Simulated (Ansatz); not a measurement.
## Ti2CO2 monolayer: relaxing the cell for a phonon run

Aim: bring Ti2CO2 monolayer to small forces and stress, as phonons need.

Calculated with Ansatz 0.2.0; DFT LDA, scalar-relativistic, plane waves, PAW.

Most raw output is cut from this account.

**1. The structure**

The cell holds 5 atoms: 1 C, 2 Ti and 2 O. Its edges and angles: a = 3.040 Å, b = 3.040 Å, c = 20.000 Å, α = 90.0°, β = 90.0°, γ = 120.0°. Vacuum lies along c.

**2. A coarse first look**

A quick single point on a coarse mesh tells whether the cell has a gap and how far it is from rest, which sets the k mesh and smearing that follow.

The program solves this slab on a cell height of its own, 32.6 Å, in place of the one typed.

The input, input.yaml:

```yaml
crystal:
  lattice:
    - [3.04, 0.0, 0.0]
    - [-1.52, 2.63272, 0.0]
    - [0.0, 0.0, 20.0]
  atoms:
    - { symbol: C, position: [0.0, 0.0, 0.5] }
    - { symbol: Ti, position: [0.333333, 0.666667, 0.56] }
    - { symbol: Ti, position: [0.666667, 0.333333, 0.44] }
    - { symbol: O, position: [0.666667, 0.333333, 0.61] }
    - { symbol: O, position: [0.333333, 0.666667, 0.39] }
  periodic: [true, true, false]
kpoints:
  mp_grid: { grid: [6, 6, 1] }
hamiltonian:
  xc: lda
scf:
  occupations: { method: gaussian, width: 0.1 }
output:
  forces: true
  stress: true
  eigenvalues: true
```

Launch:

```
$ ansatz run input.yaml --threads 4 --pin off --max-ram 14336MiB --backend cpu --events-out ev --progress --plain --runs-dir out
```

The job ended after 1.3 s (4 threads of Arm Neoverse V1, shared host; peak memory 0.53 GiB).

This run has no spin polarisation, although Ti can carry a moment.

A gap read on the k-mesh alone can miss the band edges.

Numbers from this step:

```
gap on the k-mesh  : 0.4134 eV
direct gap on mesh : 0.8520 eV
area per atom      : 1.601 Å²
```

The coarse mesh shows a gap of 0.41 eV.

**3. Rough relaxation**

A rough relaxation comes first, because large forces or stress need no tight tolerances yet.

The program solves this slab on a cell height of its own, 32.6 Å, in place of the one typed.

input.yaml, as its differences from that of step 2:

```diff
@@ -13,3 +13,3 @@
 kpoints:
-  mp_grid: { grid: [6, 6, 1] }
+  mp_grid: { grid: [9, 9, 1] }
 hamiltonian:
@@ -22 +22,6 @@
   eigenvalues: true
+relax:
+  adjacent_minimum: "off"
+  f_tol: 0.05
+  max_steps: 80
+  cell: { stress_2d_tol: 0.02 }
```

Run time: 20 s. Hardware: 4 threads; peak memory 0.58 GiB.

The steps of the relaxation:

| step | energy less that of the first step (eV) | largest force component (eV/Å) | volume (Å³) |
| --- | --- | --- | --- |
| 1 | 0.0000 | 3.2498 | 260.91 |
| 2 | -0.3811 | 0.9486 | 247.84 |
| 3 | -0.4592 | 0.2117 | 251.14 |
| 4 | -0.4610 | 0.0407 | 250.95 |
| 5 | -0.4617 | 0.0045 | 250.54 |
| 6 | -0.4618 | 0.0002 | 250.45 |
| 7* | -0.4540 | 0.0002 | 250.45 |
| 8 | -0.4543 | 0.0011 | 250.18 |
| 9* | -0.4540 | 0.0011 | 250.18 |

Relaxation steps marked * repeat the geometry before them on a plane-wave basis chosen anew for their cell, so energy and pressure can jump there.

Forces are held to the 12 operations that the run works with; a distortion that breaks them can't arise in this run.

| cell as run | before | after | change |
| --- | --- | --- | --- |
| a (Å) | 3.040 | 2.977 | -2.1 % |
| b (Å) | 3.040 | 2.977 | -2.1 % |

The atoms that moved most (Å, along periodic axes as changes of fractional coordinates times the final cell, across vacuum about the mean position):

| atom | dx | dy | dz | length |
| --- | --- | --- | --- | --- |
| Ti2 | 0.000 | 0.000 | 0.088 | 0.088 |
| Ti3 | 0.000 | 0.000 | -0.088 | 0.088 |
| O4 | 0.000 | 0.000 | -0.023 | 0.023 |
| O5 | 0.000 | 0.000 | 0.023 | 0.023 |

This step gave:

- gap on the k-mesh: 0.2799 eV
- direct gap on mesh: 0.5948 eV
- area per atom: 1.535 Å²

The relaxation ends with a largest force component of 0.0011 eV/Å.

**4. Bringing the structure to rest**

The cell and atoms are relaxed, since residual forces and stress would shift the frequencies.

The input, input.yaml:

```yaml
crystal:
  lattice:
    - [2.9768163957, 0.0, 0.0]
    - [-1.4884081979, 2.5779986211, 0.0]
    - [0.0, 0.0, 32.6]
  atoms:
    - { symbol: C, position: [0.0, 0.0, 0.3067484663] }
    - { symbol: Ti, position: [0.3333333333, 0.6666666667, 0.3462425756] }
    - { symbol: Ti, position: [0.6666666667, 0.3333333333, 0.2672543569] }
    - { symbol: O, position: [0.6666666667, 0.3333333333, 0.3735401844] }
    - { symbol: O, position: [0.3333333333, 0.6666666667, 0.2399567481] }
  periodic: [true, true, false]
kpoints:
  mp_grid: { grid: [15, 15, 1] }
hamiltonian:
  xc: lda
scf:
  occupations: { method: gaussian, width: 0.01 }
output:
  forces: true
  stress: true
  eigenvalues: true
  write_density: true
  write_potential: true
  elf: true
  volumetric_format: npy
relax:
  adjacent_minimum: "off"
  f_tol: 0.005
  max_steps: 80
  cell: { stress_2d_tol: 0.02 }
```

Wall time 15 s (4 threads); peak memory 0.61 GiB.

Little changed from the start: no atom moved by 0.005 Å and no cell edge by 0.1 %.

Numbers from this step:

```yaml
gap_on_the_k_mesh: 0.2694 eV
direct_gap_on_mesh: 0.5975 eV
area_per_atom: 1.534 Å²
```

ELF in the ac plane at fractional y = 0.333, with atoms of Ti and O within 0.2 Å of it. It is the smooth field of the valence electrons, not physical close to the nuclei.

Ten even steps from '0' (0.00) to '9' (0.72), each cell a mean:
```
000000000000000
000000000000000
000000000000000
000000000000000
000000000000000
000000000000000
000000000000000
000000000000000
000000000000000
000000000000000
000000000000000
000000000000000
000000000000000
000000001111100
510015899989998
212212467767764
788887532212235
235532367545763
578875311111113
000000000000000
000000000000000
000000000000000
000000000000000
000000000000000
```
Columns run along a (3.0 Å), rows up along c (32.6 Å). Atoms in or near the plane, at fractional coordinates: Ti at (0.67, 0.27), O at (0.67, 0.37).

Valence density in the ac plane at fractional y = 0.333, with atoms of Ti and O within 0.2 Å of it. It is the smooth field of the valence electrons, not physical close to the nuclei.

Ten steps, logarithmic in the rise over the least value, from '0' (0.00 × 1e0 e/Å³) to '9' (7.29 × 1e0 e/Å³), each cell a mean:
```
000000000000000
000000000000000
000000000000000
000000000000000
000000000000000
000000000000000
000000000000000
000000000000000
000000000000000
000000000000000
000000000000000
000000000000000
000000000000000
000000000000000
211112356787653
344443456777654
444444333333333
333333579999975
233332222333222
000000000000000
000000000000000
000000000000000
000000000000000
000000000000000
```
Columns run along a (3.0 Å), rows up along c (32.6 Å). Atoms in or near the plane, at fractional coordinates: Ti at (0.67, 0.27), O at (0.67, 0.37).

Electrostatic potential energy in the ac plane at fractional y = 0.333, with atoms of Ti and O within 0.2 Å of it. With pseudopotentials it is smooth inside the atoms' cores, unlike the true potential.

Ten even steps from '_' (-31 eV) to '@' (0 eV), each cell a mean:
```
@@@@@@@@@@@@@@@@@@@@@@@@@@@@@@
@@@@@@@@@@@@@@@@@@@@@@@@@@@@@@
@@@@@@@@@@@@@@@@@@@@@@@@@@@@@@
@@@@@@@@@@@@@@@@@@@@@@@@@@@@@@
@@@@@@@@@@@@@@@@@@@@@@@@@@@@@@
@@@@@@@@@@@@@@@@@@@@@@@@@@@@@@
@@@@@@@@@@@@@@@@@@@@@@@@@@@@@@
@@@@@@@@@@@@@@@@@@@@@@@@@@@@@@
@@@@@@@@@@@@@@@@@@@@@@@@@@@@@@
@@@@@@@@@@@@@@@@@@@@@@@@@@@@@@
@@@@@@@@@@@@@@@@@@@@@@@@@@@@@@
@@@@@@@@@@@@@@@@@@@@@@@@@@@@@@
@@@@@@@@@@@@@@@@@@@@@@@@@@@@@@
@@@@@@@@@@@@@@@@@@@@@@@@@@@@@@
@@@@@@@@@@@@%%**++======++**%%
++==----==++**++==========++**
####****########**********####
++########++::______________::
%%%%@@@@@@%%%%####******####%%
@@@@@@@@@@@@@@@@@@@@@@@@@@@@@@
@@@@@@@@@@@@@@@@@@@@@@@@@@@@@@
@@@@@@@@@@@@@@@@@@@@@@@@@@@@@@
@@@@@@@@@@@@@@@@@@@@@@@@@@@@@@
@@@@@@@@@@@@@@@@@@@@@@@@@@@@@@
```
Columns run along a (3.0 Å; values clipped at the 3rd and 97th percentile), rows up along c (32.6 Å). Atoms in or near the plane, at fractional coordinates: Ti at (0.67, 0.27), O at (0.67, 0.37).

**5. Relaxing to small forces for the phonons**

Phonons need a cell at rest on their own settings, so the relaxation is repeated with tight tolerances on forces and stress on the k mesh and occupations of the first response run.

The input, input.yaml:

```yaml
crystal:
  lattice:
    - [2.976428428, 0.0, 0.0]
    - [-1.488214214, 2.5776626312, 0.0]
    - [0.0, 0.0, 32.6]
  atoms:
    - { symbol: C, position: [0.0, 0.0, 0.3067484663] }
    - { symbol: Ti, position: [0.3333333333, 0.6666666667, 0.3462613501] }
    - { symbol: Ti, position: [0.6666666667, 0.3333333333, 0.2672355824] }
    - { symbol: O, position: [0.6666666667, 0.3333333333, 0.373563607] }
    - { symbol: O, position: [0.3333333333, 0.6666666667, 0.2399333255] }
  periodic: [true, true, false]
kpoints:
  mp_grid: { grid: [18, 18, 1] }
hamiltonian:
  xc: lda
scf:
  occupations: { method: fixed }
output:
  forces: true
  stress: true
  eigenvalues: true
relax:
  adjacent_minimum: "off"
  f_tol: 0.001
  max_steps: 60
  cell: { stress_2d_tol: 0.002 }
```

Run time: 22 s. Hardware: 4 threads; peak memory 0.64 GiB; 87 s of CPU time.

Little changed from the start: no atom moved by 0.005 Å and no cell edge by 0.1 %.

Numbers from this step:

- gap on the k-mesh: 0.2652 eV
- direct gap on mesh: 0.5980 eV
- area per atom: 1.535 Å²

The largest force component left is 0.46 meV/Å, within the tolerances set.

**6. Results**

| Item | Value |
| --- | --- |
| space group after relaxation (within 0.01 Å) | P-3m1 |
| lattice constant a | 2.977 Å |
| lattice constant b | 2.977 Å |
| area per atom | 1.53 Å² |
| gap on the k-mesh | 0.265 eV |

**Reading.** The largest force component left is 0.46 meV/Å, within the tolerances set. The relaxation keeps the symmetry of its start, so it says nothing on stability against lower symmetry. The starting cell was built on a prototype and not taken from a measurement.

[Logs are printed without paths, hosts, clocks, repeated set-up lines and the standing remarks that a program may print on its own settings, such as how far it seeks lower states.]

[Hosts, paths, dates, database ids (printed as entryN), source tags and the programs' standing remarks are cut or masked in the printed files.]
